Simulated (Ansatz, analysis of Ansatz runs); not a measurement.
# MgB2C2 (Pnnm), Mg_i hop between voids (2.3 Å): attempt frequency at charge 0, part 2 of 2

Aim: the prefactor of a hop in MgB2C2 (Pnnm) (Mg_i hop between voids (2.3 Å), charge 0) from the modes of the moving atom at the start and at the top of a path found beforehand. Model: a cell of 60 host atoms with 1 Mg put in.

Ansatz 0.2.0; plane-wave PAW DFT, PBEsol; finite-difference force constants of the moving atom alone.

So far. Step 2 (Vibrations of the moving atom at the start point): The three modes are 236, 266 and 468 cm⁻¹: all real, a minimum for this atom with the others held.

## (3) Vibrations of the moving atom at the top of the path

The same at the top, where the mode along the path should be imaginary.

The input, q0.top.modes/input.yaml:

```yaml
crystal:
  lattice:
    - [4.61704896, 7.1710112, 0.0]
    - [-4.61704896, 7.1710112, 0.0]
    - [0.0, 0.0, 8.29768847]
  atoms:
    - { symbol: Mg, position: [0.00722101, 0.48794491, 0.16298635] }
    - { symbol: Mg, position: [0.49101982, 0.01417635, 0.16283135] }
[... 2 atom lines left out ...]
    - { symbol: B, position: [0.31386593, 0.42398253, 0.16819486] }
[... 8 atom lines left out ...]
    - { symbol: C, position: [0.50821556, 0.73030085, 0.16689658] }
[... 1 atom line left out ...]
    - { symbol: C, position: [0.99205656, 0.77260259, 0.16759827] }
[... 6 atom lines left out ...]
    - { symbol: Mg, position: [-0.05423173, 0.04141647, 0.33418358] }
    - { symbol: Mg, position: [0.55928406, 0.45427576, 0.33293014] }
[... 4 atom lines left out ...]
    - { symbol: B, position: [0.44788447, 0.82515973, 0.33320588] }
[... 1 atom line left out ...]
    - { symbol: B, position: [0.05119735, 0.67692641, 0.33396353] }
[... 2 atom lines left out ...]
    - { symbol: C, position: [0.50720913, 0.72912209, 0.49943278] }
[... 1 atom line left out ...]
    - { symbol: C, position: [0.99103876, 0.77140711, 0.50044517] }
    - { symbol: C, position: [0.2230494, 0.5027013, 0.33369589] }
[... 1 atom line left out ...]
    - { symbol: C, position: [0.27458016, 0.99778431, 0.33352531] }
[... 21 atom lines left out ...]
    - { symbol: Mg, position: [0.25237547, 0.74745633, 0.33371413] }
  symmetry: { detect: false }
basis:
  ecutwfc: 420
  xc_grid: 2
hamiltonian:
  xc: pbesol
kpoints:
  mp_grid: { grid: [1, 1, 1], shift: [0.25, 0.25, 0.25] }
scf:
  occupations: { method: fixed }
  max_iter: 100
phonons:
  supercell: [1, 1, 1]
  displaced_sites: [60]
  amplitude: 0.02
```

On the command line:

```console
$ ansatz run input.yaml --threads 4 --pin off --max-ram 7536MiB --backend cpu --events-out ev --progress --plain --runs-dir out
```

Numbers of over 12 decimals in the logs are rounded to 6 here.

What it wrote:

```text
[...]
Crystal: 61 atoms, lattice volume = 549.455 Å³
Basis set: ecut = 420 eV, 10723 PW (Γ), exchange–correlation on 120×120×120 points (8 copies of the dense FFT grid, shifted against one another)
Bands: 210, of which v1, the nominal top of the filled ones, is band 149 counted from 1 (148 counted from 0)
Symmetry: 1 space group operations
k-points: 1
[...]
SCF iter   1: F=—  HF=-34447.028526 eV  |F-HF|=—  |Δ(HF+E_count)|=         —  Δρ=7.00e-3  dr2=3.75e-1  ethr=1.77e-3  ⟨swp⟩=5.0  Hψ=710  notcnv=0  defer=56
[...]
SCF iter  10: F=-34446.939321 eV  HF=-34446.939321 eV  |F-HF|=3.06e-10  |Δ(HF+E_count)|=  2.04e-10  Δρ=2.72e-7  dr2=6.09e-10  ethr=1.00e-12  ⟨swp⟩=14.0  Hψ=1516  notcnv=0
SCF 1 converged in 10 iterations: F = -34446.939321 eV  dr2 = 6.09e-10
[...]
SCF iter   8: F=-34446.937502 eV  HF=-34446.937502 eV  |F-HF|=2.18e-11  |Δ(HF+E_count)|=  6.55e-11  Δρ=5.71e-8  dr2=2.63e-11  ethr=1.00e-12  ⟨swp⟩=4.0  Hψ=524  notcnv=0
SCF 2 converged in 8 iterations: F = -34446.937502 eV  dr2 = 2.63e-11
[...]
SCF iter   6: F=-34446.938190 eV  HF=-34446.938190 eV  |F-HF|=0.00e0  |Δ(HF+E_count)|=  7.28e-12  Δρ=2.95e-8  dr2=6.09e-12  ethr=1.00e-12  ⟨swp⟩=4.0  Hψ=520  notcnv=0
SCF 3 converged in 6 iterations: F = -34446.938190 eV  dr2 = 6.09e-12
[...]
SCF iter   8: F=-34446.934454 eV  HF=-34446.934454 eV  |F-HF|=1.46e-11  |Δ(HF+E_count)|=  1.24e-10  Δρ=8.99e-8  dr2=5.50e-11  ethr=1.00e-12  ⟨swp⟩=4.0  Hψ=636  notcnv=0
SCF 4 converged in 8 iterations: F = -34446.934454 eV  dr2 = 5.50e-11
[...]
SCF iter   6: F=-34446.934427 eV  HF=-34446.934427 eV  |F-HF|=0.00e0  |Δ(HF+E_count)|=  4.37e-11  Δρ=4.51e-8  dr2=1.45e-11  ethr=1.00e-12  ⟨swp⟩=4.0  Hψ=570  notcnv=0
SCF 5 converged in 6 iterations: F = -34446.934427 eV  dr2 = 1.45e-11
[...]
SCF iter   8: F=-34446.939735 eV  HF=-34446.939735 eV  |F-HF|=5.82e-11  |Δ(HF+E_count)|=  3.64e-11  Δρ=1.02e-7  dr2=9.05e-11  ethr=1.00e-12  ⟨swp⟩=3.0  Hψ=614  notcnv=0
SCF 6 converged in 8 iterations: F = -34446.939735 eV  dr2 = 9.05e-11
[...]
SCF iter   6: F=-34446.939719 eV  HF=-34446.939719 eV  |F-HF|=1.46e-11  |Δ(HF+E_count)|=  5.09e-11  Δρ=5.82e-8  dr2=2.88e-11  ethr=1.00e-12  ⟨swp⟩=4.0  Hψ=575  notcnv=0
SCF 7 converged in 6 iterations: F = -34446.939719 eV  dr2 = 2.88e-11
SCF converged after 10 iterations
Free energy (F): -34446.939321 eV
[...]
Internal energy: -34446.939321 eV  (E = F + TS)
E sigma→0 (E₀):  -34446.939321 eV
Fermi energy:    9.453491 eV
[...]
--- Forces (eV/Å), atoms counted from 1 ---
  atom   1  Mg     0.00163891    -0.00116123     0.00029685
  atom   2  Mg    -0.00230554    -0.00033862     0.00127230
  [... 11 atoms left out ...]
  atom  14  C      0.00141353    -0.01413124     0.00177615
  [... 1 atom left out ...]
  atom  16  C     -0.00316451    -0.00429110     0.00883331
  [... 6 atoms left out ...]
  atom  23  Mg    -0.01496402    -0.00355238     0.00088851
  [... 5 atoms left out ...]
  atom  29  B     -0.00192311     0.00158750     0.00602173
  [... 1 atom left out ...]
  atom  31  B     -0.00092009    -0.00065574    -0.00434368
  [... 2 atoms left out ...]
  atom  34  C      0.00154489    -0.00923504    -0.00253409
  [... 1 atom left out ...]
  atom  36  C     -0.00463279     0.00203860    -0.00922134
  atom  37  C     -0.00108014     0.01009219     0.00030741
  [... 1 atom left out ...]
  atom  39  C      0.00919533     0.00262439    -0.00190786
  [... 21 atoms left out ...]
  atom  61  Mg    -0.01724052     0.00067967     0.00041071
  max |Σ_I F_I| component: 2.24e-6 eV/Å
--- Band table (eV) ---
[...]
transpose residual: 1.7e-3 eV/Å²
[...]
frequencies among the named sites at Γ of the cell (cm⁻¹): -150.72 277.74 527.73
  unstable modes among the named sites: 1
  frequencies as built, with no sum rule (cm⁻¹): -150.72 277.74 527.73
  zero-point energy: 0.049933 eV/cell   skipped modes (ω ≤ 0): 1, of them read as no rigid motion or as one in doubt: 1 (1.000e0 modes/cell left out, lowest -150.72 cm⁻¹)
[...]
```

It took 16 s on 4 threads of Intel Xeon 6975P-C (Granite Rapids), shared host; peak memory 0.98 GiB.

This step gave:

| Item | Value |
| --- | --- |
| free energy | -34446.9393 eV |
| frequencies of moving atom | -150.7, 277.7, 527.7 cm⁻¹ (negative: imaginary) |

The three modes are 151i, 278 and 528 cm⁻¹: one imaginary, a saddle of first order for this atom with the others held.

## (4) Attempt frequency and hop rate

Analysis of the runs above: harmonic transition-state theory from the moving atom's modes alone (Vineyard), PBEsol.

It gives:

```
attempt frequency : 6.000 THz
```

The hop rate by temperature:

| temperature (K) | hop rate (1/s) |
| --- | --- |
| 200 | 8.3e-17 |
| 300 | 3.4e-7 |
| 400 | 0.0223 |
| 600 | 1437 |
| 800 | 3.7e5 |
| 1000 | 1.0e7 |

## (5) Results

```
attempt frequency (attempt frequency and hop rate) : 6.00 THz
```

In words: The attempt frequency, the product of the three frequencies at the start over that of the two real ones at the top (Vineyard), is 6.0 THz. With the barrier of 1.15 eV it gives 1.4e+03 hops a second at 600 K along this one path; equivalent neighbouring sites multiply that. The host's atoms were held, though they move along the path too, so the prefactor is rough. Keep in mind: one k-point off the zone centre stands for the whole zone; periodic copies of the defect are only 8.3 Å apart.

[Logs are printed without paths, hosts, clocks, repeated set-up lines and the standing remarks that a program may print on its own settings, such as how far it seeks lower states.]

[Hosts, paths, dates, database ids (printed as entryN), source tags and the programs' standing remarks are cut or masked in the printed files.]
